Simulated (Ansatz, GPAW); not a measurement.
# Ballistic transport through biphenyl-4,4'-dithiol between two Cu chains, from relaxation to T(E), part 3 of 4

Aim: the conductance of biphenyl-4,4'-dithiol between two Cu chains after relaxation, and whether geometry, basis or functional moves it most.

GPAW 26.7.0 and Ansatz 0.2.0; Ansatz plane waves; relaxation of the junction with the lead ends held; PAW set soft_1 (the session's first sound run).

So far, transmission at the Fermi level (one spin): step 3 (plane-wave reference (PBE)) 0.852. Also open channels of the lead at the Fermi level (one spin): step 3 1.

### Step 4. Double-zeta polarised basis

Localised orbitals split the wire into layers that couple to their neighbours alone, which is what the Green's function method needs; double zeta with polarisation is the usual level for numbers.

This step: GPAW LCAO, PAW setups; Landauer transmission from Green's functions with principal layers (ASE), zero bias (GPAW 26.7.0).

run.py reads:

```python
import json
import numpy as np
from ase import Atoms
from ase.transport.calculators import TransportCalculator
from gpaw import GPAW, FermiDirac
from gpaw.lcao.tools import get_lcao_hamiltonian
from scipy.linalg import eigh

# The junction with lead layers at both ends, along the third cell vector
device = Atoms(
    ['Cu', 'Cu', 'Cu', 'Cu', 'Cu', 'Cu', 'S', 'H', 'C', 'H', 'C', 'C', 'C', 'C', 'H', 'C', 'H', 'H', 'C', 'C', 'H', 'C', 'C', 'H', 'C', 'C', 'H', 'S', 'Cu', 'Cu', 'Cu', 'Cu', 'Cu', 'Cu'],
    positions=[
        [6.22809, 5.35267, 1.15000],
        [6.22809, 5.35267, 3.45000],
        [6.22809, 5.35267, 5.75000],
        [6.22809, 5.35267, 8.05000],
        [6.49544, 4.29895, 10.13689],
        [5.91720, 5.18198, 12.23572],
        [4.69429, 5.14560, 13.98934],
        [7.41609, 5.51690, 15.29421],
        [5.31792, 5.08218, 15.62247],
        [3.32711, 4.62378, 16.34120],
        [6.64992, 5.30782, 16.04096],
        [4.35728, 4.82421, 16.63630],
        [6.98666, 5.28834, 17.38827],
        [4.70061, 4.82382, 17.97691],
        [8.02073, 5.49973, 17.66147],
        [6.02918, 5.05576, 18.41058],
        [3.92433, 4.60253, 18.70958],
        [8.49042, 4.58475, 19.53122],
        [6.38873, 5.04957, 19.83594],
        [7.71654, 4.80700, 20.26632],
        [4.39974, 5.49726, 20.59042],
        [5.43346, 5.28043, 20.86069],
        [8.06204, 4.79976, 21.60640],
        [9.09140, 4.59183, 21.89911],
        [5.77240, 5.29114, 22.20784],
        [7.10412, 5.05881, 22.62224],
        [5.00859, 5.50056, 22.95714],
        [7.73287, 5.12156, 24.25429],
        [6.51660, 5.15609, 26.01085],
        [5.95138, 4.25494, 28.10229],
        [6.22809, 5.35267, 30.15966],
        [6.22809, 5.35267, 32.45966],
        [6.22809, 5.35267, 34.75966],
        [6.22809, 5.35267, 37.05966]],
    cell=[[12.45617, 0.0, 0.0], [0.0, 10.70535, 0.0], [0.0, 0.0, 38.20966]],
    pbc=True)

# One principal layer of the lead: the first 3 atoms of the device
lead = Atoms(
    ['Cu', 'Cu', 'Cu'],
    positions=[
        [6.22809, 5.35267, 1.15000],
        [6.22809, 5.35267, 3.45000],
        [6.22809, 5.35267, 5.75000]],
    cell=[[12.45617, 0.0, 0.0], [0.0, 10.70535, 0.0], [0.0, 0.0, 6.9]],
    pbc=True)

settings = dict(mode='lcao', basis='dzp', xc='PBE', h=0.2,
                occupations=FermiDirac(0.1), maxiter=250,
                mixer=dict(beta=0.1, nmaxold=8, weight=100.0),
                convergence=dict(density=0.0001))
energies = np.arange(-2, 2 + 1e-9, 0.025)
eta = 0.0001
n1, n2 = 1, 1
# k and -k transmit alike, so half of the mesh across the current serves
mesh = [(i, j) for i in range(n1) for j in range(n2) if (i, j) <= (-i % n1, -j % n2)]
weights = np.array([1 if (i, j) == (-i % n1, -j % n2) else 2 for i, j in mesh]) / (n1 * n2)

# [... helper functions left out ...]
fermi_lead = ground_state(lead, (1, 1, 16), 'lead.txt')
fermi_device = ground_state(device, (1, 1, 2), 'device.txt')
# [... loop over the mesh left out, but for ...]
        # Shift the lead onto the potential of the device's first layer
        shift = ((H[:, 0, 0] - H0[:, 0, 0]) / S0[0, 0]).real.mean()
# [...]
kT = 8.617333e-5 * 300
bias = [0.1, 0.2, 0.5, 1.0, 1.5, 2.0]
# [... integrals and printing left out ...]
```

Command:

```bash
> OMP_NUM_THREADS=1 OPENBLAS_NUM_THREADS=1 python run.py
```

Numbers of over 12 decimals in the logs are rounded to 6 here.

Log:

```text
basis functions: device 402, principal layer 45
Fermi level: lead -3.9918 eV, device -3.7723 eV; lead shifted by -0.0144 eV
largest coupling past the next layer 4.59e-05 eV, largest misfit of the first layer 0.052 eV
  E-E_F (eV)   T (one spin)  channels
    -2.000    5.0555e-01    1.0000
    -1.975    8.2830e-01    1.0000
    -1.950    8.1101e-01    1.0000
    -1.925    8.2160e-01    1.0000
    -1.900    8.5009e-01    1.0000
    -1.875    8.8932e-01    1.0000
    -1.850    9.3108e-01    1.0000
    -1.825    9.6654e-01    1.0000
    -1.800    9.8878e-01    1.0000
    -1.775    9.9597e-01    1.0000
    -1.750    9.9433e-01    1.0000
    -1.725    9.6633e-01    3.0000
    -1.700    7.9303e-01    3.0000
    -1.675    9.4560e-01    3.0000
    -1.650    9.8471e-01    3.0000
    -1.625    9.4625e-01    3.0000
[...]
1.825    8.2361e-05    1.0000
     1.850    8.3604e-05    1.0000
     1.875    8.5076e-05    1.0000
     1.900    8.6793e-05    1.0000
     1.925    8.8779e-05    1.0000
     1.950    9.1060e-05    1.0000
     1.975    9.3671e-05    1.0000
     2.000    9.6653e-05    1.0000
conductance at 300 K: 0.59408 G0 a cell; thermopower 48.18 uV/K
current from the zero-bias T(E) at 0.1 V: 4.3075 uA
current from the zero-bias T(E) at 0.2 V: 7.3511 uA
current from the zero-bias T(E) at 0.5 V: 11.564 uA
current from the zero-bias T(E) at 1.0 V: 18.518 uA
current from the zero-bias T(E) at 1.5 V: 28.849 uA
current from the zero-bias T(E) at 2.0 V: 32.86 uA
```

The job ended after 2.3 min (1 thread of Arm Neoverse V2, shared host; peak memory 1.7 GiB).

Numbers from this step:

```
conductance                                    : 0.5941 G₀
largest coupling past the next principal layer : 4.59e-5 eV
largest misfit of the first principal layer    : 0.05232 eV
shift that aligns the lead                     : -0.01444 eV
basis functions of the junction                : 402
basis functions of a principal layer           : 45
transmission at the Fermi level (one spin)     : 0.7478
```

One spin. The transmission, zone mean by energy, zero at the Fermi level:

```tsv
energy (eV)	transmission, zone mean
-2.000	0.506
-1.900	0.850
-1.800	0.989
-1.775	0.996
-1.700	0.793
-1.650	0.985
-1.600	0.854
-1.500	0.882
-1.450	0.982
-1.400	0.0662
-1.300	0.0636
-1.200	0.00479
-1.100	0.0794
-1.000	0.169
-0.900	0.208
-0.800	0.173
-0.700	0.628
-0.600	0.368
-0.525	0.964
-0.500	0.900
-0.400	0.267
-0.300	0.187
-0.200	0.237
-0.100	0.413
-0.025	0.994
0.000	0.748
0.100	0.0735
0.200	0.0165
0.300	0.00582
0.400	0.00259
0.500	0.00134
0.600	7.8e-4
0.700	4.9e-4
0.800	3.3e-4
0.900	2.4e-4
1.000	1.8e-4
1.100	1.4e-4
1.200	1.2e-4
1.300	1.0e-4
1.400	9.0e-5
1.500	8.3e-5
1.600	8.0e-5
1.700	7.9e-5
1.800	8.1e-5
1.900	8.7e-5
2.000	9.7e-5
```

Crossings of the lead's bands, unfolded to its shortest repeat. Open channels, zone mean against energy, zero at the Fermi level:

energy (eV), open channels, zone mean and a bar from the least value:
```
   -2.000       1.00 
   -1.900       1.00 
   -1.800       1.00 
   -1.700       3.00 ############
   -1.600       3.00 ############
   -1.500       3.00 ############
   -1.400       3.00 ############
   -1.300       3.00 ############
   -1.200       4.00 ##################
   -1.100       4.00 ##################
   -1.000       4.00 ##################
   -0.900       4.00 ##################
   -0.800       6.00 ##############################
   -0.700       6.00 ##############################
   -0.600       6.00 ##############################
   -0.500       4.00 ##################
   -0.400       4.00 ##################
   -0.300       4.00 ##################
   -0.200       3.00 ############
   -0.100       1.00 
    0.000       1.00 
    0.100       1.00 
    0.200       1.00 
    0.300       1.00 
    0.400       1.00 
    0.500       1.00 
    0.600       1.00 
    0.700       1.00 
    0.800       1.00 
    0.900       1.00 
    1.000       1.00 
    1.100       1.00 
    1.200       1.00 
    1.300       1.00 
    1.400       1.00 
    1.500       1.00 
    1.600       1.00 
    1.700       1.00 
    1.800       1.00 
    1.900       1.00 
    2.000       1.00
```

Not self-consistent under bias; the bias window is split evenly. The current through one cell, from the zero-bias transmission by bias:

```tsv
bias (V)	current through one cell, from the zero-bias transmission (μA)
0.100	4.31
0.200	7.35
0.500	11.6
1.000	18.5
1.500	28.8
2.000	32.9
```

Transmission of the three most open eigenchannels against energy, zero at the Fermi level:

```tsv
energy (eV)	channel 1	channel 2	channel 3
-2.000	0.506	0	0
-1.900	0.850	0	0
-1.800	0.989	0	0
-1.700	0.793	1.2e-4	2.9e-9
-1.600	0.854	1.2e-5	6.0e-9
-1.500	0.882	3.4e-6	8.3e-10
-1.400	0.0641	0.00207	7.7e-11
-1.300	0.0635	7.2e-5	1.1e-6
-1.200	0.00395	8.3e-4	8.0e-6
-1.100	0.0788	6.2e-4	1.5e-5
-1.000	0.169	9.7e-5	9.7e-6
-0.900	0.208	1.8e-5	6.8e-6
-0.800	0.173	2.0e-4	5.0e-5
-0.700	0.627	7.1e-5	3.0e-6
-0.600	0.368	5.9e-5	1.1e-6
-0.500	0.900	7.6e-6	4.8e-7
-0.400	0.267	5.1e-7	3.6e-8
-0.300	0.187	7.7e-8	9.6e-9
-0.200	0.237	1.2e-8	1.7e-9
-0.100	0.413	0	0
0.000	0.748	0	0
0.100	0.0735	0	0
0.200	0.0165	0	0
0.300	0.00582	0	0
0.400	0.00259	0	0
0.500	0.00134	0	0
0.600	7.8e-4	0	0
0.700	4.9e-4	0	0
0.800	3.3e-4	0	0
0.900	2.4e-4	0	0
1.000	1.8e-4	0	0
1.100	1.4e-4	0	0
1.200	1.2e-4	0	0
1.300	1.0e-4	0	0
1.400	9.0e-5	0	0
```

At the Fermi level T is 0.748 against 0.852 in plane waves. Couplings past the next layer reach 4.6e-5 eV, small enough to drop; the matrix elements of the cell's first layer differ from the bulk lead's by up to 0.052 eV. That layer keeps its own values in the calculation, and only beyond it is the lead taken as perfect. The Fermi levels of lead and junction count from different zeros of potential, one for each periodic cell; with both set to zero, the small remaining shift is what aligns them. By hand: G = 0.5941 × 77.48 μS = 46.0 μS, a resistance of 21.7 kΩ; at 0.1 V a linear junction would pass 4.60 μA, and the integral over the bias window gives 4.31 μA.

### Step 5. GPAW, szp: basis = "szp(dzp)"

One radial function a shell plus polarisation makes the matrices smaller; the question is what that costs.

run.py, as its differences from that of step 4:

```diff
@@ -59,3 +59,3 @@
 
-settings = dict(mode='lcao', basis='dzp', xc='PBE', h=0.2,
+settings = dict(mode='lcao', basis='szp(dzp)', xc='PBE', h=0.2,
                 occupations=FermiDirac(0.1), maxiter=250,
```

Log:

```text
basis functions: device 266, principal layer 27
Fermi level: lead -4.0377 eV, device -4.1608 eV; lead shifted by -0.0098 eV
largest coupling past the next layer 4.61e-05 eV, largest misfit of the first layer 0.048 eV
  E-E_F (eV)   T (one spin)  [channel counts left out]
    -2.000    8.1083e-01
    -1.975    8.2992e-01
    -1.950    8.7348e-01
[...]
1.975    8.5741e-04
     2.000    1.0631e-03
conductance at 300 K: 0.39961 G0 a cell; thermopower 97.89 uV/K
current from the zero-bias T(E) at 0.1 V: 3.1799 uA
current from the zero-bias T(E) at 0.2 V: 6.4224 uA
current from the zero-bias T(E) at 0.5 V: 12.313 uA
current from the zero-bias T(E) at 1.0 V: 20.269 uA
current from the zero-bias T(E) at 1.5 V: 29.343 uA
current from the zero-bias T(E) at 2.0 V: 32.612 uA
```

Wall time 2.1 min (1 thread); peak memory 1.7 GiB.

Numbers from this step:

* conductance: 0.3996 G₀
* largest coupling past the next principal layer: 4.61e-5 eV
* largest misfit of the first principal layer: 0.04826 eV
* shift that aligns the lead: -0.009756 eV
* basis functions of the junction: 266
* basis functions of a principal layer: 27
* transmission at the Fermi level (one spin): 0.3150

The conductance, 0.400 G₀, lies 33 % below that of the dzp run.

### Step 6. GPAW, sz: basis = "sz(dzp)"

The minimal basis is the cheapest rung: no second zeta and no polarisation.

run.py, as its differences from that of step 5:

```diff
@@ -59,3 +59,3 @@
 
-settings = dict(mode='lcao', basis='szp(dzp)', xc='PBE', h=0.2,
+settings = dict(mode='lcao', basis='sz(dzp)', xc='PBE', h=0.2,
                 occupations=FermiDirac(0.1), maxiter=250,
```

Log:

```text
basis functions: device 136, principal layer 18
Fermi level: lead -3.8423 eV, device -4.1255 eV; lead shifted by -0.0151 eV
largest coupling past the next layer 4.64e-05 eV, largest misfit of the first layer 0.045 eV
  E-E_F (eV)   T (one spin)  [channel counts left out]
    -2.000    9.8360e-01
    -1.975    9.9118e-01
    -1.950    9.4347e-01
[...]
1.975    4.0608e-04
     2.000    4.9974e-04
conductance at 300 K: 0.21455 G0 a cell; thermopower 141.3 uV/K
current from the zero-bias T(E) at 0.1 V: 1.8697 uA
current from the zero-bias T(E) at 0.2 V: 4.5241 uA
current from the zero-bias T(E) at 0.5 V: 10.248 uA
current from the zero-bias T(E) at 1.0 V: 17.706 uA
current from the zero-bias T(E) at 1.5 V: 27.782 uA
current from the zero-bias T(E) at 2.0 V: 29.82 uA
```

Wall time 79 s (1 thread); peak memory 1.6 GiB.

Numbers from this step:

* conductance: 0.2145 G₀
* largest coupling past the next principal layer: 4.64e-5 eV
* largest misfit of the first principal layer: 0.04455 eV
* shift that aligns the lead: -0.01514 eV
* basis functions of the junction: 136
* basis functions of a principal layer: 18
* transmission at the Fermi level (one spin): 0.1218

One spin. The transmission, zone mean by energy, zero at the Fermi level:

```tsv
energy (eV)	transmission, zone mean
-2.000	0.984
-1.900	0.743
-1.800	0.467
-1.700	0.265
-1.600	0.130
-1.500	0.173
-1.400	0.0143
-1.300	0.00278
-1.200	0.00442
-1.100	0.0365
-1.000	0.104
-0.950	0.131
-0.900	0.118
-0.800	0.0530
-0.700	0.393
-0.650	0.604
-0.600	0.486
-0.500	0.988
-0.450	0.802
-0.400	0.278
-0.300	0.189
-0.200	0.275
-0.100	0.969
0.000	0.122
0.100	0.0188
0.200	0.00563
0.300	0.00232
0.400	0.00115
0.500	6.5e-4
0.600	4.0e-4
0.700	2.7e-4
0.800	1.9e-4
0.900	1.5e-4
1.000	1.2e-4
1.100	1.0e-4
1.200	9.0e-5
1.300	8.5e-5
1.400	8.4e-5
1.500	8.8e-5
1.600	9.9e-5
1.700	1.2e-4
1.800	1.6e-4
1.900	2.5e-4
2.000	5.0e-4
```

The conductance, 0.215 G₀, lies 64 % below that of the dzp run.

### Step 7. LDA in the dzp basis: xc = "LDA"

Back in the dzp basis, the functional changes from PBE to LDA, to set the spread between functionals beside that between bases.

run.py, as its differences from that of step 6:

```diff
@@ -59,3 +59,3 @@
 
-settings = dict(mode='lcao', basis='sz(dzp)', xc='PBE', h=0.2,
+settings = dict(mode='lcao', basis='dzp', xc='LDA', h=0.2,
                 occupations=FermiDirac(0.1), maxiter=250,
```

Log:

```text
basis functions: device 402, principal layer 45
Fermi level: lead -4.3607 eV, device -4.0812 eV; lead shifted by -0.0167 eV
largest coupling past the next layer 3.59e-05 eV, largest misfit of the first layer 0.055 eV
  E-E_F (eV)   T (one spin)  [channel counts left out]
    -2.000    6.9150e-01
    -1.975    7.6803e-01
    -1.950    7.7882e-01
[...]
1.975    9.9048e-05
     2.000    1.0252e-04
conductance at 300 K: 0.61797 G0 a cell; thermopower 36.17 uV/K
current from the zero-bias T(E) at 0.1 V: 4.4112 uA
current from the zero-bias T(E) at 0.2 V: 7.3287 uA
current from the zero-bias T(E) at 0.5 V: 11.109 uA
current from the zero-bias T(E) at 1.0 V: 17.697 uA
current from the zero-bias T(E) at 1.5 V: 27.488 uA
current from the zero-bias T(E) at 2.0 V: 30.955 uA
```

It took 2 min on 1 thread; peak memory 1.7 GiB.

Numbers from this step:

| Quantity | Value |
| --- | --- |
| conductance | 0.6180 G₀ |
| largest coupling past the next principal layer | 3.59e-5 eV |
| largest misfit of the first principal layer | 0.05455 eV |
| shift that aligns the lead | -0.01675 eV |
| basis functions of the junction | 402 |
| basis functions of a principal layer | 45 |
| transmission at the Fermi level (one spin) | 0.8631 |

The conductance, 0.618 G₀, lies 4.0 % above that of the dzp run.

### Step 8. Without the relaxation: geometry = "as built"

The dzp basis with PBE on the structure as first built shows what the relaxation was worth.

run.py, as its differences from that of step 7:

```diff
@@ -16,28 +16,28 @@
         [6.22809, 5.35267, 8.05000],
-        [6.49544, 4.29895, 10.13689],
-        [5.91720, 5.18198, 12.23572],
-        [4.69429, 5.14560, 13.98934],
-        [7.41609, 5.51690, 15.29421],
-        [5.31792, 5.08218, 15.62247],
-        [3.32711, 4.62378, 16.34120],
-        [6.64992, 5.30782, 16.04096],
-        [4.35728, 4.82421, 16.63630],
-        [6.98666, 5.28834, 17.38827],
-        [4.70061, 4.82382, 17.97691],
-        [8.02073, 5.49973, 17.66147],
-        [6.02918, 5.05576, 18.41058],
-        [3.92433, 4.60253, 18.70958],
-        [8.49042, 4.58475, 19.53122],
-        [6.38873, 5.04957, 19.83594],
-        [7.71654, 4.80700, 20.26632],
-        [4.39974, 5.49726, 20.59042],
-        [5.43346, 5.28043, 20.86069],
-        [8.06204, 4.79976, 21.60640],
-        [9.09140, 4.59183, 21.89911],
-        [5.77240, 5.29114, 22.20784],
-        [7.10412, 5.05881, 22.62224],
-        [5.00859, 5.50056, 22.95714],
-        [7.73287, 5.12156, 24.25429],
-        [6.51660, 5.15609, 26.01085],
-        [5.95138, 4.25494, 28.10229],
+        [6.22809, 5.35267, 10.35000],
+        [6.22809, 5.35267, 12.65000],
+        [4.36920, 5.15660, 14.00728],
+        [6.56319, 6.26803, 15.58696],
+        [4.86495, 4.93241, 15.70028],
+        [3.25000, 3.57145, 16.15776],
+        [5.97907, 5.59815, 16.21284],
+        [4.12434, 4.09612, 16.53604],
+        [6.35472, 5.41876, 17.54919],
+        [4.50131, 3.91906, 17.87203],
+        [7.22134, 5.95834, 17.92697],
+        [5.62337, 4.57606, 18.40181],
+        [3.91314, 3.25000, 18.49745],
+        [8.05640, 3.80223, 19.36600],
+        [6.01886, 4.39030, 19.80733],
+        [7.32195, 3.99244, 20.14641],
+        [4.08636, 4.91893, 20.62953],
+        [5.10419, 4.60307, 20.85139],
+        [7.69857, 3.81506, 21.48248],
+        [8.71430, 3.49967, 21.70975],
+        [5.47898, 4.42776, 22.18852],
+        [6.78002, 4.03791, 22.50867],
+        [4.74124, 4.59740, 22.96865],
+        [7.26960, 3.80107, 24.20177],
+        [6.22809, 5.35267, 25.55966],
+        [6.22809, 5.35267, 27.85966],
         [6.22809, 5.35267, 30.15966],
@@ -59,3 +59,3 @@
 
-settings = dict(mode='lcao', basis='dzp', xc='LDA', h=0.2,
+settings = dict(mode='lcao', basis='dzp', xc='PBE', h=0.2,
                 occupations=FermiDirac(0.1), maxiter=250,
```

Log:

```text
basis functions: device 402, principal layer 45
Fermi level: lead -3.9918 eV, device -3.8655 eV; lead shifted by -0.0002 eV
largest coupling past the next layer 4.59e-05 eV, largest misfit of the first layer 0.022 eV
  E-E_F (eV)   T (one spin)  [channel counts left out]
    -2.000    1.3007e-01
    -1.975    1.4342e-02
    -1.950    2.3890e-03
[...]
1.975    7.3885e-04
     2.000    7.5510e-04
conductance at 300 K: 0.071676 G0 a cell; thermopower 134.4 uV/K
current from the zero-bias T(E) at 0.1 V: 0.63485 uA
current from the zero-bias T(E) at 0.2 V: 1.7075 uA
current from the zero-bias T(E) at 0.5 V: 7.5065 uA
current from the zero-bias T(E) at 1.0 V: 19.462 uA
current from the zero-bias T(E) at 1.5 V: 21.028 uA
current from the zero-bias T(E) at 2.0 V: 21.495 uA
```

The job ended after 2.5 min (1 thread; peak memory 1.7 GiB).

Numbers from this step:

| Property | Result |
| --- | --- |
| conductance | 0.07168 G₀ |
| largest coupling past the next principal layer | 4.59e-5 eV |
| largest misfit of the first principal layer | 0.02218 eV |
| shift that aligns the lead | -1.65e-4 eV |
| transmission at the Fermi level (one spin) | 0.04658 |

One spin. Table of transmission, zone mean by energy, zero at the Fermi level:

```tsv
energy (eV)	transmission, zone mean
-2.000	0.130
-1.900	0.00153
-1.875	0.171
-1.800	0.00452
-1.725	0.909
-1.700	0.663
-1.600	0.293
-1.500	0.441
-1.425	0.952
-1.400	0.891
-1.300	0.101
-1.200	0.166
-1.100	0.0432
-1.000	0.0251
-0.900	0.0199
-0.800	0.0228
-0.700	0.0330
-0.600	0.0865
-0.500	0.102
-0.400	0.881
-0.375	0.990
-0.300	0.672
-0.200	0.540
-0.100	0.464
0.000	0.0466
0.100	0.0168
0.200	0.00871
0.300	0.00530
0.400	0.00354
0.500	0.00253
0.600	0.00190
0.700	0.00149
0.800	0.00122
0.900	0.00102
1.000	8.9e-4
1.100	8.0e-4
1.200	7.3e-4
1.300	6.8e-4
1.400	6.5e-4
1.500	6.4e-4
1.600	6.3e-4
1.700	6.4e-4
1.800	6.6e-4
1.900	7.0e-4
2.000	7.6e-4
```

The conductance, 0.0717 G₀, lies a factor of 8.3 below that of the dzp run.

### Step 9. Cost and result by level

Times are wall times on the hardware named with each run. The runs compared:

```tsv
no.	run	conductance (G₀)	time	memory (GiB)
1	pw PBE	0.6520	4.1 h	6.0
2	dzp	0.5941	2.3 min	1.7
3	szp	0.3996	2.1 min	1.7
4	sz	0.2145	79 s	1.6
5	dzp LDA	0.6180	2 min	1.7
6	asbuilt	0.07168	2.5 min	1.7
```

(Part 3 of 4 ends here.)

[Logs are printed without paths, hosts, clocks, repeated set-up lines and the standing remarks that a program may print on its own settings, such as how far it seeks lower states.]

[Hosts, paths, dates, database ids (printed as entryN), source tags and the programs' standing remarks are cut or masked in the printed files.]
